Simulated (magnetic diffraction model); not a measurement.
# Which magnetic order? Ho3Pb4

Space group Cmcm (no. 63), a = 4.5020 Å, b = 11.8990 Å, c = 16.0720 Å.

| site | atom | x | y | z |
| --- | --- | --- | --- | --- |
| 8f | Pb | 1/2 | 0.1216 | 0.3929 |
| 4c | Pb | 1/2 | 0.2731 | 1/4 |
| 4a | Pb | 0 | 0 | 1/2 |
| 8f | Ho | 0 | 0.3268 | 0.4022 |
| 4c | Ho | 0 | 0.0500 | 1/4 |

This is a made-up structure (elements placed in a structure type, unrelaxed), so the numbers test the method and describe no known phase.

Only Ho is taken to order (form factors of Ho3+); orders and moment sizes are assumed, and not adapted to the symmetry. Radiation: neutrons of λ = 1.594 Å, 3° to 40°; isotropic B of 0.38 Å² (Pb) and 0.4 Å² (Ho). The intensities are simulated: I ∝ L Σ (|F_N|² + |F_M⊥|²) for unpolarised neutrons, with F_M = 2.695 fm/μB × Σ f(s) S exp(2πi Q·r) exp(−B s²) at Q = H ± k (one set where k and −k are equivalent), only the part normal to Q counting and L = 1/(sin²θ cos θ). For collinear order S is the moment m, which repeats by lattice and centring translations R with the sign exp(−2πi k·R). Form factors are spin-only for 3d ions and dipole or tabulated for f ions, scattering lengths are Sears's of 1992, and absorption is left out. A label names one of the reflections at its angle. The strongest nuclear line in the range is 100, and lines under 0.2 are left out.

Above the ordering temperature:

```
2θ (°)    index      I
 11.38  (0 0 2)    0.3
 16.43  (0 2 1)    5.2
 19.19  (0 2 2)    8.3
 21.82  (1 1 0)    0.5
 22.57  (1 1 1)    6.7
 22.88  (0 0 4)    0.2
 23.10  (0 2 3)    0.3
 24.68  (1 1 2)    3.2
 27.70  (0 2 4)    8.6
 27.86  (1 1 3)    7.5
 31.07  (1 3 0)   58.5
 31.08  (0 4 0)    0.4
 31.61  (1 3 1)    2.0
 31.62  (0 4 1)   19.2
 31.83  (1 1 4)  100.0
 32.74  (0 2 5)    0.3
 33.19  (1 3 2)   19.6
 33.20  (0 4 2)    1.7
 34.62  (0 0 6)   18.0
 35.68  (1 3 3)   53.4
 35.69  (0 4 3)    0.3
 36.35  (1 1 5)    0.5
```
(The table stops after 22 lines; 3 more lie at higher angle.)

Below it (cell unchanged):

| 2θ (°) | I |
| --- | --- |
| 11.38 | 93.9 |
| 15.40 | 12.5 |
| 16.43 | 72.6 |
| 19.19 | 44.8 |
| 21.82 | 23.0 |
| 22.57 | 104.0 |
| 22.88 | 12.4 |
| 23.10 | 6.9 |
| 24.68 | 58.5 |
| 27.70 | 17.4 |
| 27.86 | 14.7 |
| 31.07 | 61.9 |
| 31.08 | 0.8 |
| 31.61 | 14.6 |
| 31.62 | 44.0 |
| 31.83 | 118.4 |
| 32.74 | 15.0 |
| 33.19 | 79.0 |
| 33.20 | 5.2 |
| 34.62 | 21.8 |
| 35.68 | 61.4 |
| 35.69 | 6.4 |
| 36.35 | 31.8 |
| 38.09 | 13.2 |
| 38.93 | 26.7 |
| 38.95 | 44.5 |

**Question.** Find the propagation vector, then choose among these models:
A. collinear moments along [001], 7.3 μB on Ho; signs + at (0, 0.3268, 0.4022), − at (1/2, 0.1732, 0.5978), + at (1/2, 0.1732, 0.9022), − at (0, 0.3268, 0.0978), − at (0, 0.0500, 1/4), − at (1/2, 0.4500, 3/4)
B. collinear moments along [111], 7.3 μB on Ho; signs + at (0, 0.3268, 0.4022), − at (1/2, 0.1732, 0.5978), + at (1/2, 0.1732, 0.9022), − at (0, 0.3268, 0.0978), − at (0, 0.0500, 1/4), + at (1/2, 0.4500, 3/4)
C. collinear moments along [111], 7.3 μB on Ho; signs + at (0, 0.3268, 0.4022), − at (1/2, 0.1732, 0.5978), + at (1/2, 0.1732, 0.9022), − at (0, 0.3268, 0.0978), − at (0, 0.0500, 1/4), − at (1/2, 0.4500, 3/4)
D. collinear moments along [001], 7.3 μB on Ho; signs + at (0, 0.3268, 0.4022), − at (1/2, 0.1732, 0.5978), + at (1/2, 0.1732, 0.9022), − at (0, 0.3268, 0.0978), − at (0, 0.0500, 1/4), + at (1/2, 0.4500, 3/4)

No line moves, and magnetic intensity falls on nuclear lines such as the one at 22.57°, so the magnetic cell equals the chemical primitive cell: k = 0.

Magnetic intensity, observed (below minus above) and for each model:

| 2θ (°) | index | observed | A | B | C | D |
| --- | --- | --- | --- | --- | --- | --- |
| 5.68 | (0 0 1) | <0.2 | <0.2 | 84.1 | <0.2 | <0.2 |
| 11.38 | (0 0 2) | 93.5 | <0.2 | 73.0 | 93.5 | <0.2 |
| 16.43 | (0 2 1) | 67.4 | 94.2 | 109.2 | 67.4 | 107.7 |
| 19.19 | (0 2 2) | 36.5 | 41.7 | 10.6 | 36.5 | 34.6 |
| 21.82 | (1 1 0) | 22.4 | 24.5 | 2.4 | 22.4 | 2.6 |
| 22.57 | (1 1 1) | 97.2 | 103.2 | 122.2 | 97.2 | 141.3 |
| 24.68 | (1 1 2) | 55.2 | 54.1 | 25.5 | 55.2 | 27.9 |
| 36.35 | (1 1 5) | 31.3 | 19.9 | 47.9 | 31.3 | 24.9 |

Model C matches.

The absence at (0 0 1) is telling: the sublattices cancel there.

The structure used: k = (0 0 0), collinear moments along [111], 7.3 μB on Ho; signs + at (0, 0.3268, 0.4022), − at (1/2, 0.1732, 0.5978), + at (1/2, 0.1732, 0.9022), − at (0, 0.3268, 0.0978), − at (0, 0.0500, 1/4), − at (1/2, 0.4500, 3/4).

[Logs are printed without paths, hosts, clocks, repeated set-up lines and the standing remarks that a program may print on its own settings, such as how far it seeks lower states.]
